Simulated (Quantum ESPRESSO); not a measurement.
# Dipole at the next field: Hf2COF MXene, 1 layer

**Set-up.** Quantum ESPRESSO 7.5, PBE, GBRV ultrasoft; sawtooth field along the normal with dipole correction, ions clamped, threshold 1e-9 Ry; cell area 9.211 Å².

| field (V/Å) | dipole (e Å a cell) |
| --- | --- |
| 0 | −0.09123 |
| 0.1 | −0.06302 |
| 0.2 | −0.03479 |

To predict: What is the dipole at 0.4 V/Å, and what electrostatic thickness 4πα/A follows from the rows?

**Worked estimate.** The slope is (−0.03479 − (−0.09123))/0.2 = 0.2822 e Å²/V, so 4πα/A = 180.95 × 0.2822/9.211 = 5.54 Å. Linear response gives p = −0.09123 + 0.2822 × (0.4) = 0.02165 e Å; a parabola through the three rows gives 0.02173.

**Check.** p = 0.02234 e Å. The line misses by 0.6 % of the induced dipole and the parabola by 0.5 %. The response is linear over this range.

Caveats: Electrons alone respond; local and semilocal functionals tend to overscreen.
